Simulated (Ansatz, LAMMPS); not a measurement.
# Structural relaxation of Al55Cu45 (at. %) with crystalline order left by the classical run (74 atoms)

Wanted: the relaxed structure of Al55Cu45 (at. %) with crystalline order left by the classical run (74 atoms) and its electronic structure.

Method: Kohn-Sham DFT, PBE, PAW (set soft_2), plane waves, in Ansatz 0.2.0.

## 1. The starting structure

The cell holds 74 atoms: 41 Al and 33 Cu. Its edges and angles: a = 10.231 Å, b = 10.231 Å, c = 10.231 Å, α = 90.0°, β = 90.0°, γ = 90.0°. 74 atoms (41 Al, 33 Cu) placed at random at 4.42 g/cm³, melted at 1800 K for 10 ps at fixed volume with the EAM Al-Cu potential (Cai and Ye, Phys. Rev. B 54, 8398 (1996)). Quenched from 1800 K to 300 K at 5 K/ps and zero pressure, held 5 ps.

Before any run, some limits are plain. The quench rate of 5 K/ps is many orders above laboratory rates, so the cell is likely richer in defects and strain than a real sample. The starting topology of bonds comes from the classical model.

## 2. Single point at the start

A single point comes first, to see the forces before anything moves.

input.yaml

```yaml
crystal:
  lattice:
    - [10.23077, 0.0, 0.0]
    - [0.0, 10.23077, 0.0]
    - [0.0, 0.0, 10.23077]
  atoms:
    - { symbol: Al, position: [0.92547, 0.10423, 0.59036] }
    - { symbol: Al, position: [0.87565, 0.30846, 0.75945] }
    - { symbol: Al, position: [0.64992, 0.94029, 0.93602] }
    - { symbol: Al, position: [0.9112, 0.78021, 0.58739] }
    [... 64 atom lines left out ...]
    - { symbol: Cu, position: [0.36354, 0.29643, 0.47404] }
    - { symbol: Cu, position: [0.25867, 0.63317, 0.8765] }
    - { symbol: Cu, position: [0.32529, 0.62897, 0.4483] }
    - { symbol: Cu, position: [0.6983, 0.13416, 0.70603] }
    - { symbol: Cu, position: [0.61959, 0.12862, 0.12829] }
    - { symbol: Cu, position: [0.77586, 0.76833, 0.3539] }
kpoints:
  mp_grid: { grid: [2, 2, 2] }
hamiltonian:
  xc: pbe
scf:
  occupations: { method: fermi_dirac, width: 0.1 }
output:
  forces: true
```

The run is started by

```
$ ansatz run input.yaml --threads 4 --pin off --max-ram 15872MiB --backend cpu --events-out ev --progress --plain --runs-dir out
```

The job ended after 2.1 min (4 threads of Arm Neoverse V1, shared host; peak memory 9 GiB).

The run gave:

* free energy: -240669.9524 eV
* free energy per atom: -3252.2967 eV/atom
* SCF cycles: 10
* r.m.s. force component: 0.4399 eV/Å
* longest force: 1.487 eV/Å
* Fermi energy: 11.27 eV

The r.m.s. force component of 0.44 eV/Å sets the starting point.

Neighbours are counted within 3.23 Å (Al-Al), 3.23 Å (Al-Cu), 3.23 Å (Cu-Cu).

Length of the force by element and coordination:

| element | coordination | atoms | mean length of the force (eV/Å) | spread | least | most |
| --- | --- | --- | --- | --- | --- | --- |
| Al | all | 41 | 0.82 | 0.283 | 0.275 | 1.49 |
| Al | 10 | 1 | 0.503 | 0 | 0.503 | 0.503 |
| Al | 11 | 11 | 0.884 | 0.307 | 0.449 | 1.49 |
| Al | 12 | 27 | 0.817 | 0.275 | 0.275 | 1.32 |
| Al | 13 | 2 | 0.666 | 0.0326 | 0.634 | 0.699 |
| Cu | all | 33 | 0.535 | 0.285 | 0.115 | 1.28 |
| Cu | 10 | 2 | 0.360 | 0.0324 | 0.327 | 0.392 |
| Cu | 11 | 11 | 0.508 | 0.280 | 0.217 | 1.28 |
| Cu | 12 | 18 | 0.550 | 0.276 | 0.115 | 1.15 |
| Cu | 13 | 2 | 0.726 | 0.382 | 0.344 | 1.11 |

## 3. Relaxation

With the cell held, the atoms are moved downhill towards a nearby minimum.

input.yaml, as its differences from that of step 2:

```diff
@@ -15 +15,4 @@
   forces: true
+relax:
+  f_tol: 0.05
+  max_steps: 64
```

Wall time 9.4 min (4 threads); peak memory 9.5 GiB.

Relaxation path:

| step | energy less that of the first step (eV) | largest force component (eV/Å) |
| --- | --- | --- |
| 1 | 0.0000 | 1.1318 |
| 2 | -2.4533 | 0.6470 |
| 3 | -3.7552 | 0.2593 |
| 4 | -4.1239 | 0.0648 |
| 5 | -4.1733 | 0.0494 |

The atoms that moved most (Å):

| atom | dx | dy | dz | length |
| --- | --- | --- | --- | --- |
| Cu57 | 0.451 | -0.215 | -0.190 | 0.535 |
| Cu71 | -0.054 | -0.462 | 0.151 | 0.489 |
| Al32 | 0.108 | -0.273 | 0.347 | 0.455 |
| Al28 | 0.192 | 0.199 | 0.343 | 0.441 |
| Al29 | 0.294 | 0.100 | -0.279 | 0.418 |
| Cu59 | -0.264 | -0.253 | -0.166 | 0.402 |
| Cu72 | -0.133 | -0.174 | 0.330 | 0.396 |
| Cu65 | -0.007 | 0.377 | 0.016 | 0.378 |

The relaxation changed the energy by -56.4 meV/atom, and atoms moved by 0.28 Å r.m.s., 0.54 Å at most.

## 4. Structure statistics after relaxation

Bonds before and after, by the cutoffs listed below:

| pair | bonds before | bonds after | mean before (Å) | mean after (Å) | spread before (Å) | spread after (Å) |
| --- | --- | --- | --- | --- | --- | --- |
| Al-Al | 135 | 135 | 2.816 | 2.847 | 0.193 | 0.170 |
| Al-Cu | 236 | 229 | 2.759 | 2.697 | 0.204 | 0.162 |
| Cu-Cu | 82 | 80 | 2.695 | 2.718 | 0.200 | 0.121 |

Density 4.97 g/cm³, 14.47 Å³ an atom.

Pair distribution functions g(r), in bins of 0.2 Å:

| r (Å) | total | Al-Al | Al-Cu | Cu-Cu |
| --- | --- | --- | --- | --- |
| 2.40 | 0.18 | 0.00 | 0.36 | 0.00 |
| 2.60 | 4.49 | 1.73 | 6.22 | 4.45 |
| 2.80 | 3.42 | 4.49 | 2.71 | 3.55 |
| 3.00 | 0.86 | 1.72 | 0.49 | 0.45 |
| 3.20 | 0.23 | 0.40 | 0.18 | 0.08 |
| 3.40 | 0.21 | 0.31 | 0.19 | 0.13 |
| 3.60 | 0.36 | 0.47 | 0.27 | 0.41 |
| 3.80 | 0.74 | 0.63 | 0.85 | 0.65 |
| 4.00 | 0.56 | 0.41 | 0.69 | 0.44 |
| 4.20 | 0.56 | 0.46 | 0.68 | 0.44 |
| 4.40 | 0.85 | 0.88 | 0.81 | 0.92 |
| 4.60 | 1.99 | 1.69 | 1.99 | 2.44 |
| 4.80 | 1.77 | 1.70 | 1.91 | 1.54 |
| 5.00 | 1.33 | 1.47 | 1.25 | 1.35 |

Neighbours by pair of elements; one cutoff, the widest of the pairs' first minima of g(r), serves all pairs of this metal:

| pair A-B | cutoff (Å) | bonds | mean length (Å) | spread (Å) | shortest (Å) | B about A | A about B |
| --- | --- | --- | --- | --- | --- | --- | --- |
| Al-Al | 3.38 | 135 | 2.85 | 0.17 | 2.57 | 6.58 | 6.58 |
| Al-Cu | 3.38 | 229 | 2.70 | 0.162 | 2.43 | 5.58 | 6.94 |
| Cu-Cu | 3.38 | 80 | 2.72 | 0.121 | 2.51 | 4.85 | 4.85 |

How many atoms have how many bonded neighbours:

| element | mean | 10 | 11 | 12 | 13 | 14 |
| --- | --- | --- | --- | --- | --- | --- |
| Al | 12.2 | 0 | 5 | 25 | 10 | 1 |
| Cu | 11.8 | 1 | 6 | 25 | 1 | 0 |

Bond length by coordination (bonds to H left out):

| element | coordination | atoms | mean bond length (Å) |
| --- | --- | --- | --- |
| Al | 11 | 5 | 2.71 |
| Al | 12 | 25 | 2.76 |
| Al | 13 | 10 | 2.83 |
| Al | 14 | 1 | 2.87 |
| Cu | 10 | 1 | 2.67 |
| Cu | 11 | 6 | 2.65 |
| Cu | 12 | 25 | 2.72 |
| Cu | 13 | 1 | 2.77 |

First main peaks of g(r), for some of the pairs, lie near 2.8 Å (Al-Al), 2.6 Å (Al-Cu) and 2.7 Å (Cu-Cu). By these cutoffs 61 % of Al atoms have 12 and 76 % of Cu atoms have 12 bonded neighbours.

## 5. Single point at the relaxed geometry

The electronic structure is read at the final geometry, in a run of its own.

input.yaml

```yaml
crystal:
  lattice:
    - [10.23077, 0.0, 0.0]
    - [0.0, 10.23077, 0.0]
    - [0.0, 0.0, 10.23077]
  atoms:
    - { symbol: Al, position: [0.90885, 0.13236, 0.58127] }
    - { symbol: Al, position: [0.86464, 0.29651, 0.78193] }
    - { symbol: Al, position: [0.65656, 0.93181, 0.9288] }
    - { symbol: Al, position: [0.92535, 0.78582, 0.56277] }
    [... 64 atom lines left out ...]
    - { symbol: Cu, position: [0.34142, 0.30449, 0.49939] }
    - { symbol: Cu, position: [0.27261, 0.65313, 0.87779] }
    - { symbol: Cu, position: [0.31999, 0.58381, 0.46307] }
    - { symbol: Cu, position: [0.68534, 0.11719, 0.73831] }
    - { symbol: Cu, position: [0.61476, 0.11597, 0.13589] }
    - { symbol: Cu, position: [0.77501, 0.76048, 0.34368] }
kpoints:
  mp_grid: { grid: [2, 2, 2] }
hamiltonian:
  xc: pbe
scf:
  occupations: { method: fermi_dirac, width: 0.1 }
output:
  forces: true
  stress: true
  populations: true
  dos:
    method: { smearing: { sigma: 0.08 } }
    de: 0.1
    projected: { site_lists: { Al: [Al], Cu: [Cu] } }
  eigenvalues: true
  write_density: true
  write_potential: true
  volumetric_format: npy
  elf: true
```

Elapsed: 4 min, on 4 threads; peak memory 8.9 GiB; 16 min of CPU time.

Numbers from this run:

```yaml
free_energy: -240674.1257 eV
free_energy_per_atom: -3252.3531 eV/atom
scf_cycles: 10
pressure: -1.319 GPa
r_m_s_force_component: 0.0103 eV/Å
longest_force: 0.05307 eV/Å
fermi_energy: 11.3 eV
levels_partly_filled_by_over_2_per_cent: 78
spilling_of_the_projection: 0.007188
```

States in the cell by windows of 1 eV, zero at the Fermi level; the larger projections on atomic orbitals stand beside the total:

| from (eV) | to (eV) | total | Cu d | Al p | Al s | Cu s |
| --- | --- | --- | --- | --- | --- | --- |
| -18 | -11 | 0.0 | 0.0 | 0.0 | 0.0 | 0.0 |
| -11 | -10 | 4.3 | 0.0 | 0.9 | 2.0 | 1.4 |
| -10 | -9 | 7.6 | 0.1 | 2.8 | 3.0 | 1.6 |
| -9 | -8 | 10.7 | 0.2 | 4.7 | 3.8 | 1.9 |
| -8 | -7 | 17.5 | 1.0 | 8.5 | 5.4 | 2.4 |
| -7 | -6 | 18.7 | 2.7 | 8.7 | 4.8 | 2.3 |
| -6 | -5 | 29.1 | 11.1 | 10.0 | 5.0 | 2.7 |
| -5 | -4 | 92.7 | 72.9 | 12.8 | 3.2 | 3.3 |
| -4 | -3 | 180.0 | 163.4 | 12.1 | 2.0 | 1.5 |
| -3 | -2 | 74.9 | 57.5 | 11.7 | 3.1 | 1.8 |
| -2 | -1 | 25.2 | 7.7 | 12.1 | 2.7 | 1.5 |
| -1 | 0 | 25.0 | 4.4 | 11.9 | 4.6 | 2.4 |
| 0 | 1 | 25.5 | 2.8 | 10.9 | 6.0 | 3.5 |
| 1 | 2 | 27.2 | 1.9 | 13.0 | 5.3 | 3.4 |
| 2 | 3 | 26.5 | 1.2 | 11.8 | 5.0 | 3.8 |

The curve was stored every 0.10 eV, coarse against its broadening of 0.08 eV, so these counts are rough.

The stored curve holds about 486 of the 750 electrons; the rest, give or take the few that broadening carries across the Fermi level, lie in deeper levels below its range.

The levels nearest the highest filled one (over half full), pooled over k-points and spins:

| level less the highest filled one (eV) | occupation |
| --- | --- |
| -0.0598 | 1.31 |
| -0.0592 | 1.31 |
| -0.0332 | 1.18 |
| -0.0291 | 1.16 |
| -0.0207 | 1.12 |
| 0 | 1.02 |
| 0.008 | 0.98 |
| 0.0378 | 0.832 |
| 0.0387 | 0.828 |
| 0.0419 | 0.813 |
| 0.0487 | 0.78 |
| 0.0511 | 0.769 |

Within 0.4 eV of the Fermi level the largest share is Al p (48 % of the projected weight).

## 6. Summary of results

```
energy change in the relaxation : -56.4 meV/atom
r.m.s. displacement             : 0.276 Å
largest displacement            : 0.535 Å
free energy per atom            : -3252.3531 eV/atom
pressure                        : -1.319 GPa
r.m.s. force component          : 0.0103 eV/Å
wall time of the 3 DFT runs     : 16 min
```

What this shows: Relaxation lowers the energy by 56.4 meV/atom and moves atoms by 0.28 Å r.m.s.; the r.m.s. force component goes from 0.44 to 0.010 eV/Å. By the final cutoffs 17 of 453 bonded pairs parted and 8 joined. From the first step to the last the energy fell by 4.173 eV, and the largest move was 0.53 Å (Cu57). The Al-Cu bonds change most in mean length: from 2.759 Å (spread 0.204) to 2.697 Å (spread 0.162), and their number from 236 to 229. By these cutoffs 61 % of Al atoms have 12 and 76 % of Cu atoms have 12 bonded neighbours. 78 levels are partly filled, by over 2 % (on the run's k-points), as in a metal.

What to keep in mind: The starting topology of bonds comes from the classical model; in DFT 17 of its 453 bonded pairs passed out of the cutoffs and 8 came within them.

[Logs are printed without paths, hosts, clocks, repeated set-up lines and the standing remarks that a program may print on its own settings, such as how far it seeks lower states.]

[Hosts, paths, dates, database ids (printed as entryN), source tags and the programs' standing remarks are cut or masked in the printed files.]
